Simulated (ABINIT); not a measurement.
# Be3N2 (P6_3/mmc): one start, several treatments of the self-energy, part 2 of 2

How much does the gap of Be3N2 (P6_3/mmc) depend on the approximation to the self-energy?

ABINIT 10.8.3; LDA and many-body steps on it, plane waves. Known limits of the many-body steps: not at the basis limit; coarse k mesh.

So far. Step 5 (G0W0, Hybertsen-Louie plasmon pole): Against G0W0 in ABINIT (3×3×1 mesh, 116 bands, screening to 152.4 eV, Godby-Needs plasmon pole), the gap moves by +0.084 eV. Step 6 (G0W0, von der Linden-Horsch plasmon pole): Against G0W0 in ABINIT (3×3×1 mesh, 116 bands, screening to 152.4 eV, Godby-Needs plasmon pole), the gap moves by −0.023 eV.

### Step 7. G0W0, Engel-Farid plasmon pole

Level of this step: G0W0 on LDA, plane waves, norm-conserving pseudopotentials (ABINIT).

run.abi reads:

```
acell 3*1.0 Angstrom
rprim 
  2.841679226310 0.000000000023 0.000000000000
  -1.420839613175 2.460966399380 0.000000000000
  0.000000000000 0.000000000000 9.746841010000
ntypat 2
znucl 4 7
natom 10
typat 1 1 1 1 1 1 2 2 2 2
xred 
  0.333333333333 0.666666666667 0.078485970000
  0.666666666667 0.333333333333 0.578485970000
  0.666666666667 0.333333333333 0.921514030000
  0.333333333333 0.666666666667 0.421514030000
  0.000000000000 0.000000000000 0.250000000000
  0.000000000000 0.000000000000 0.750000000000
  0.000000000000 0.000000000000 0.000000000000
  0.000000000000 0.000000000000 0.500000000000
  0.333333333333 0.666666666667 0.250000000000
  0.666666666667 0.333333333333 0.750000000000
pp_dirpath "pseudos"
pseudos "Be.upf, N.upf"
ecut 38
ngkpt 3 3 1
nshiftk 1
shiftk 0 0 0
kptopt 1
chksymbreak 0
istwfk *1
occopt 1
irdwfk 1
optdriver 4
nband 116
gwcalctyp 0
ecutsigx 38
symsigma 1
nkptgw 2
kptgw 
  0.0000000000 0.0000000000 0.0000000000
  0.3333333333 0.0000000000 0.0000000000
bdgw 
  21 24
  21 24
ecuteps 5.6
irdscr 1
ppmodel 4
indata_prefix "in"
outdata_prefix "out"
tmpdata_prefix "tmp"
```

On the command line:

```console
OMP_NUM_THREADS=1 mpirun -n 4 abinit run.abi > log
```

Numbers of over 12 decimals in the logs are rounded to 6 here.

The log of the run:

```text
.Version 10.8.3 of ABINIT. v10.8.2 released Aug 2026.

 Symmetries : space group P6_3/m m c (#194); Bravais hP (primitive hexag.)
[... echo of the input left out ...]
== DATASET  1 ==================================================================
-   mpi_nproc: 4, omp_nthreads: 1 (-1 if OMP is not activated)

--- !DatasetInfo
iteration_state: {dtset: 1, }
dimensions: {natom: 10, nkpt: 3, mband: 116, nsppol: 1, nspinor: 1, nspden: 1, mpw: 5169, }
cutoff_energies: {ecut:  38.0, pawecutdg:  -1.0, }
[...]
Band     E0 <VxcDFT>   SigX SigC(E0)      Z dSigC/dE  Sig(E)    E-E0       E
[...]
23  10.506 -12.122  -6.619  -4.261   0.851  -0.175 -11.064   1.057  11.564
       24  11.848 -12.247  -6.507  -4.405   0.850  -0.176 -11.112   1.134  12.983

== END DATASET(S) ==============================================================
================================================================================

 -outvars: echo values of variables after computation  --------
           etotal      0.0000000000E+00
            nband         116
             nkpt           3
          spgroup         194
 [... the other variables as echoed above ...]

 Calculation completed.
```

The job ended after 3.8 s (4 MPI ranks of Arm Neoverse V2, shared host; peak memory 0.55 GiB; 15 s of CPU time).

Numbers from this step:

```yaml
g0w0_gap_on_the_points_computed: 6.243 eV
starting_gap_on_the_mesh: 4.608 eV
k_of_the_valence_top: 0, 0, 0
k_of_the_conduction_bottom: 0.3333, 0, 0
least_direct_g0w0_gap_on_the_computed_points: 7.44 eV
```

Against G0W0 in ABINIT (3×3×1 mesh, 116 bands, screening to 152.4 eV, Godby-Needs plasmon pole), the gap moves by +0.019 eV.

### Step 8. One-shot Hartree-Fock

This step: one-shot Hartree-Fock on LDA, plane waves, norm-conserving pseudopotentials.

run.abi: that of step 7 with these lines changed.

```diff
@@ -32,4 +32,4 @@
 optdriver 4
-nband 116
-gwcalctyp 0
+nband 26
+gwcalctyp 5
 ecutsigx 38
@@ -43,5 +43,4 @@
   21 24
-ecuteps 5.6
-irdscr 1
-ppmodel 4
+ixc_sigma 40
+fftgw 31
 indata_prefix "in"
```

The log of the run:

```text
.Version 10.8.3 of ABINIT. v10.8.2 released Aug 2026.

 Symmetries : space group P6_3/m m c (#194); Bravais hP (primitive hexag.)
[... echo of the input left out ...]
== DATASET  1 ==================================================================
-   mpi_nproc: 4, omp_nthreads: 1 (-1 if OMP is not activated)

--- !DatasetInfo
iteration_state: {dtset: 1, }
dimensions: {natom: 10, nkpt: 3, mband: 26, nsppol: 1, nspinor: 1, nspden: 1, mpw: 5169, }
cutoff_energies: {ecut:  38.0, pawecutdg:  -1.0, }
[...]
Band     E0 <VxcDFT>   SigX SigC(E0)      Z dSigC/dE  Sig(E)    E-E0       E
[...]
23  10.506 -12.122  -6.619   0.000   1.000   0.000  -6.619   5.503  16.009
       24  11.848 -12.247  -6.507   0.000   1.000   0.000  -6.507   5.739  17.588

== END DATASET(S) ==============================================================
================================================================================

 -outvars: echo values of variables after computation  --------
           etotal      0.0000000000E+00
            nband          26
             nkpt           3
          spgroup         194
 [... the other variables as echoed above ...]

 Calculation completed.
```

Wall time 2.5 s (4 MPI ranks); peak memory 0.13 GiB.

Numbers from this step:

```
quasiparticle gap on the points computed              : 14.39 eV
starting gap on the mesh                              : 4.608 eV
k of the valence top                                  : 0, 0, 0
k of the conduction bottom                            : 0.3333, 0, 0
least direct quasiparticle gap on the computed points : 15.49 eV
```

Against G0W0 in ABINIT (3×3×1 mesh, 116 bands, screening to 152.4 eV, Godby-Needs plasmon pole), the gap moves by +8.170 eV.

### Step 9. Screening, 3×3×1 mesh, 116 bands, screening to 152.4 eV

This step: RPA screening on LDA, plane waves, norm-conserving pseudopotentials.

run.abi: that of step 8 with these lines changed.

```diff
@@ -31,16 +31,14 @@
 irdwfk 1
-optdriver 4
-nband 26
-gwcalctyp 5
-ecutsigx 38
-symsigma 1
-nkptgw 2
-kptgw 
-  0.0000000000 0.0000000000 0.0000000000
-  0.3333333333 0.0000000000 0.0000000000
-bdgw 
-  21 24
-  21 24
-ixc_sigma 40
-fftgw 31
+optdriver 3
+nband 116
+ecuteps 5.6
+inclvkb 2
+awtr 1
+symchi 1
+gwcalctyp 2
+nfreqre 16
+freqremax 40 eV
+nfreqim 8
+spmeth 1
+nomegasf 120
 indata_prefix "in"
```

The log of the run:

```text
.Version 10.8.3 of ABINIT. v10.8.2 released Aug 2026.

 Symmetries : space group P6_3/m m c (#194); Bravais hP (primitive hexag.)
[... echo of the input left out ...]
== DATASET  1 ==================================================================
-   mpi_nproc: 4, omp_nthreads: 1 (-1 if OMP is not activated)

--- !DatasetInfo
iteration_state: {dtset: 1, }
dimensions: {natom: 10, nkpt: 3, mband: 116, nsppol: 1, nspinor: 1, nspden: 1, mpw: 5169, }
cutoff_energies: {ecut:  38.0, pawecutdg:  -1.0, }
electrons: {nelect:   4.40000000E+01, charge:   0.00000000E+00, occopt:   1.00000000E+00, tsmear:   1.00000000E-02, }

 SCREENING: Calculation of the susceptibility and dielectric matrices

 Based on a program developped by R.W. Godby, V. Olevano, G. Onida, and L. Reining.
 Incorporated in ABINIT by V. Olevano, G.-M. Rignanese, and M. Torrent.
.Using double precision arithmetic ; gwpc =  8

[... cell and pseudopotentials left out ...]
--------------------------------------------------------------------------------

 ==== K-mesh for the wavefunctions ====
 Number of points in the irreducible wedge :     3
[... list of points left out ...]
 Together with 24 symmetry operations and time-reversal symmetry
 yields     9 points in the full Brillouin Zone.

 ==== Q-mesh for the screening function ====
 Number of points in the irreducible wedge :     3
[... list of points left out ...]
 Together with 24 symmetry operations and time-reversal symmetry
 yields     9 points in the full Brillouin Zone.

 setmesh: FFT mesh size selected  =    18x   18x   72
          total number of points  =        23328

 vcoul_init : cutoff-mode = AUXILIARY_FUNCTION
 q-points for optical limit:   1
     1)      0.000010    0.000020    0.000030

- screening: taking advantage of time-reversal symmetry
- Maximum band index for partially occupied states nbvw = 22
- Remaining bands to be divided among processors   nbcw = 94
- Number of bands treated by each node ~23

 Number of electrons calculated from density =   44.0000; Expected =   44.0000
 average of density, n =  0.095656
 r_s =    1.3564
 omega_plasma =   29.8340 [eV]

 calculating chi0 at frequencies [eV] :
  1    0.000000E+00    0.000000E+00
  2    2.666667E+00    0.000000E+00
  3    5.333333E+00    0.000000E+00
[...]
23    0.000000E+00    7.598198E+01
 24    0.000000E+00    1.069835E+02

--------------------------------------------------------------------------------
  q-point number  1        q = ( 0.000000, 0.000000, 0.000000) [r.l.u.]
--------------------------------------------------------------------------------
[... chi0 elements left out ...]
  [... further frequencies ...]

 No. of calculated frequencies >  15, stop printing
 For q-point:  0.000010 0.000020 0.000030
  dielectric constant =   5.0809
  dielectric constant without local fields =   5.5152

  Average fulfillment of the sum rule on Im[epsilon] for q-point    1 :     69.20  [%]
[... wings left out ...]
  q-point number  2        q = ( 0.333333, 0.000000, 0.000000) [r.l.u.]
--------------------------------------------------------------------------------
[... chi0 elements left out ...]
  [... further frequencies ...]

 No. of calculated frequencies >  15, stop printing
  Average fulfillment of the sum rule on Im[epsilon] for q-point    2 :     66.49  [%]

 [... 1 further q-points ...]
```

It took 14 s on 4 MPI ranks; peak memory 1.2 GiB.

Numbers from this step:

| Item | Value |
| --- | --- |
| ε∞ with local fields, on this mesh, along the program's q direction | 5.081 |
| the same without local fields | 5.515 |
| plasma frequency | 29.83 eV |
| plane waves in the screening matrix | 277 |

### Step 10. G0W0, contour deformation

This step: G0W0 on LDA, plane waves, norm-conserving pseudopotentials.

run.abi: that of step 9 with these lines changed.

```diff
@@ -31,14 +31,16 @@
 irdwfk 1
-optdriver 3
+optdriver 4
 nband 116
+gwcalctyp 2
+ecutsigx 38
+symsigma 1
+nkptgw 2
+kptgw 
+  0.0000000000 0.0000000000 0.0000000000
+  0.3333333333 0.0000000000 0.0000000000
+bdgw 
+  21 24
+  21 24
 ecuteps 5.6
-inclvkb 2
-awtr 1
-symchi 1
-gwcalctyp 2
-nfreqre 16
-freqremax 40 eV
-nfreqim 8
-spmeth 1
-nomegasf 120
+irdscr 1
 indata_prefix "in"
```

The log of the run:

```text
.Version 10.8.3 of ABINIT. v10.8.2 released Aug 2026.

 Symmetries : space group P6_3/m m c (#194); Bravais hP (primitive hexag.)
[... echo of the input left out ...]
== DATASET  1 ==================================================================
-   mpi_nproc: 4, omp_nthreads: 1 (-1 if OMP is not activated)

--- !DatasetInfo
iteration_state: {dtset: 1, }
dimensions: {natom: 10, nkpt: 3, mband: 116, nsppol: 1, nspinor: 1, nspden: 1, mpw: 5169, }
cutoff_energies: {ecut:  38.0, pawecutdg:  -1.0, }
[...]
Band     E0 <VxcDFT>   SigX SigC(E0)      Z dSigC/dE  Sig(E)    E-E0       E
[...]
24  11.848 -12.247  -6.507  -4.267   0.828  -0.208 -11.028   1.219  13.067
       24   0.000   0.000   0.000  -0.001   0.000   0.000  -0.001  -0.001  -0.001

== END DATASET(S) ==============================================================
================================================================================

 -outvars: echo values of variables after computation  --------
           etotal      0.0000000000E+00
            nband         116
             nkpt           3
          spgroup         194
 [... the other variables as echoed above ...]

 Calculation completed.
```

Elapsed: 5 s, on 4 MPI ranks; peak memory 0.74 GiB; 20 s of CPU time.

This step gave:

- G0W0 gap on the points computed: 6.245 eV
- starting gap on the mesh: 4.608 eV
- k of the valence top: 0, 0, 0
- k of the conduction bottom: 0.3333, 0, 0
- least direct G0W0 gap on the computed points: 7.41 eV

Against G0W0 in ABINIT (3×3×1 mesh, 116 bands, screening to 152.4 eV, Godby-Needs plasmon pole), the gap moves by +0.021 eV.

### Step 11. Screening, 3×3×1 mesh, 116 bands, screening to 152.4 eV

This step: RPA screening on LDA, plane waves, norm-conserving pseudopotentials.

run.abi: that of step 10 with these lines changed.

```diff
@@ -31,16 +31,11 @@
 irdwfk 1
-optdriver 4
+optdriver 3
 nband 116
-gwcalctyp 2
-ecutsigx 38
-symsigma 1
-nkptgw 2
-kptgw 
-  0.0000000000 0.0000000000 0.0000000000
-  0.3333333333 0.0000000000 0.0000000000
-bdgw 
-  21 24
-  21 24
 ecuteps 5.6
-irdscr 1
+inclvkb 2
+awtr 1
+symchi 1
+gwcalctyp 1
+nfreqre 0
+nfreqim 16
 indata_prefix "in"
```

The log of the run:

```text
.Version 10.8.3 of ABINIT. v10.8.2 released Aug 2026.

 Symmetries : space group P6_3/m m c (#194); Bravais hP (primitive hexag.)
[... echo of the input left out ...]
== DATASET  1 ==================================================================
-   mpi_nproc: 4, omp_nthreads: 1 (-1 if OMP is not activated)

--- !DatasetInfo
iteration_state: {dtset: 1, }
dimensions: {natom: 10, nkpt: 3, mband: 116, nsppol: 1, nspinor: 1, nspden: 1, mpw: 5169, }
cutoff_energies: {ecut:  38.0, pawecutdg:  -1.0, }
[...]
No. of calculated frequencies >  15, stop printing
 For q-point:  0.000010 0.000020 0.000030
  dielectric constant =   5.0550
  dielectric constant without local fields =   5.4853

  Average fulfillment of the sum rule on Im[epsilon] for q-point    1 :     69.20  [%]
[... wings left out ...]
  q-point number  2        q = ( 0.333333, 0.000000, 0.000000) [r.l.u.]
--------------------------------------------------------------------------------
[... chi0 elements left out ...]
  [... further frequencies ...]

 No. of calculated frequencies >  15, stop printing
  Average fulfillment of the sum rule on Im[epsilon] for q-point    2 :     66.50  [%]

 [... 1 further q-points ...]
```

Wall time 21 s (4 MPI ranks); peak memory 0.72 GiB.

This step gave:

```
ε∞ with local fields, on this mesh, along the program's q direction : 5.055
the same without local fields                                       : 5.485
plasma frequency                                                    : 29.83 eV
plane waves in the screening matrix                                 : 277
```

### Step 12. G0W0, analytic continuation

This step: G0W0 on LDA, plane waves, norm-conserving pseudopotentials.

run.abi: that of step 11 with these lines changed.

```diff
@@ -31,11 +31,18 @@
 irdwfk 1
-optdriver 3
+optdriver 4
 nband 116
+gwcalctyp 1
+ecutsigx 38
+symsigma 1
+nkptgw 2
+kptgw 
+  0.0000000000 0.0000000000 0.0000000000
+  0.3333333333 0.0000000000 0.0000000000
+bdgw 
+  21 24
+  21 24
 ecuteps 5.6
-inclvkb 2
-awtr 1
-symchi 1
-gwcalctyp 1
-nfreqre 0
-nfreqim 16
+irdscr 1
+nomegasi 12
+omegasimax 25 eV
 indata_prefix "in"
```

The log of the run:

```text
.Version 10.8.3 of ABINIT. v10.8.2 released Aug 2026.

 Symmetries : space group P6_3/m m c (#194); Bravais hP (primitive hexag.)
[... echo of the input left out ...]
== DATASET  1 ==================================================================
-   mpi_nproc: 4, omp_nthreads: 1 (-1 if OMP is not activated)

--- !DatasetInfo
iteration_state: {dtset: 1, }
dimensions: {natom: 10, nkpt: 3, mband: 116, nsppol: 1, nspinor: 1, nspden: 1, mpw: 5169, }
cutoff_energies: {ecut:  38.0, pawecutdg:  -1.0, }
[...]
Band     E0 <VxcDFT>   SigX SigC(E0)      Z dSigC/dE  Sig(E)    E-E0       E
[...]
24   3.646 -12.247  -6.507  -4.289   0.820  -0.218 -11.067   1.179   4.825
       24   0.000   0.000   0.000  -0.024  -0.015  -0.023  -0.051  -0.051  -0.051

== END DATASET(S) ==============================================================
================================================================================

 -outvars: echo values of variables after computation  --------
           etotal      0.0000000000E+00
            nband         116
             nkpt           3
          spgroup         194
 [... the other variables as echoed above ...]

 Calculation completed.
```

Wall time 6.2 s (4 MPI ranks); peak memory 0.73 GiB.

This step gave:

```yaml
g0w0_gap_on_the_points_computed: 6.203 eV
starting_gap_on_the_mesh: 4.608 eV
k_of_the_valence_top: 0, 0, 0
k_of_the_conduction_bottom: 0.3333, 0, 0
least_direct_g0w0_gap_on_the_computed_points: 7.354 eV
```

Against G0W0 in ABINIT (3×3×1 mesh, 116 bands, screening to 152.4 eV, Godby-Needs plasmon pole), the gap moves by −0.021 eV.

### Step 13. Side by side

Times are wall times on 4 MPI ranks of Arm Neoverse V2, shared host, good to a factor of about two. A run's time includes the screening step that it read.

```
                                     run   mesh  bands  screening cutoff (eV)  DFT gap (eV)  gap on the mesh (eV)  direct (eV)  ε∞ used   time
          G0W0, Godby-Needs plasmon pole  3×3×1    116                  152.4         4.608                 6.224        7.397     5.05   15 s
      G0W0, Hybertsen-Louie plasmon pole  3×3×1    116                  152.4         4.608                 6.308        7.514     5.05   15 s
G0W0, von der Linden-Horsch plasmon pole  3×3×1    116                  152.4         4.608                 6.201        7.421     5.05   13 s
          G0W0, Engel-Farid plasmon pole  3×3×1    116                  152.4         4.608                 6.243        7.440     5.05   13 s
                   one-shot Hartree-Fock  3×3×1      -                      -         4.608                14.394       15.491        -  2.5 s
               G0W0, contour deformation  3×3×1    116                  152.4         4.608                 6.245        7.410     5.08   19 s
             G0W0, analytic continuation  3×3×1    116                  152.4         4.608                 6.203        7.354     5.05   28 s
```

### Step 14. Results

| Quantity | Value |
| --- | --- |
| G0W0, Godby-Needs plasmon pole | 6.224 eV |
| G0W0, Hybertsen-Louie plasmon pole | 6.308 eV |
| G0W0, von der Linden-Horsch plasmon pole | 6.201 eV |
| G0W0, Engel-Farid plasmon pole | 6.243 eV |
| one-shot Hartree-Fock | 14.394 eV |
| G0W0, contour deformation | 6.245 eV |
| G0W0, analytic continuation | 6.203 eV |
| known limits | not at the basis limit; coarse k mesh |

In words: G0W0, Hybertsen-Louie plasmon pole: +0.084 eV against G0W0, Godby-Needs plasmon pole. G0W0, von der Linden-Horsch plasmon pole: −0.023 eV against G0W0, Godby-Needs plasmon pole. G0W0, Engel-Farid plasmon pole: +0.019 eV against G0W0, Godby-Needs plasmon pole. One-shot Hartree-Fock: +8.170 eV against G0W0, Godby-Needs plasmon pole. G0W0, contour deformation: +0.021 eV against G0W0, Godby-Needs plasmon pole. G0W0, analytic continuation: −0.021 eV against G0W0, Godby-Needs plasmon pole. Bare exchange alone opens the gap to 14.39 eV; against G0W0, correlation takes back 8.17 eV. Bands and cutoff are finite, so the gap is not at the basis limit. The miss can reach some tenths of an eV and take either sign; the mesh is an error of its own. In the G0W0 runs levels were corrected at 2 k points alone, so a gap called «on the mesh» is the least over those, and an edge elsewhere would be missed. The 3×3×1 mesh is coarse for this cell, which bears on the long-range parts of exchange and screening.

[Paths, hosts, dates, memory and timing lines, banners, echoed tables and standing remarks are left out of the program output.]

[Logs are printed without paths, hosts, clocks, repeated set-up lines and the standing remarks that a program may print on its own settings, such as how far it seeks lower states.]

[Runs of the session that timed out or met a known fault of the program may be left out.]

[Hosts, paths, dates, database ids (printed as entryN), source tags and the programs' standing remarks are cut or masked in the printed files.]

[G0W0 gaps are taken among the corrected bands and points alone; a level outside them can change the order at an edge.]

[Where Ansatz stands beside ABINIT at settings called matched, ABINIT's density can come from a denser mesh and the files from another edition; pairs whose starting gaps differed by over 0.03 eV were left out, so agreement reads better than it is.]
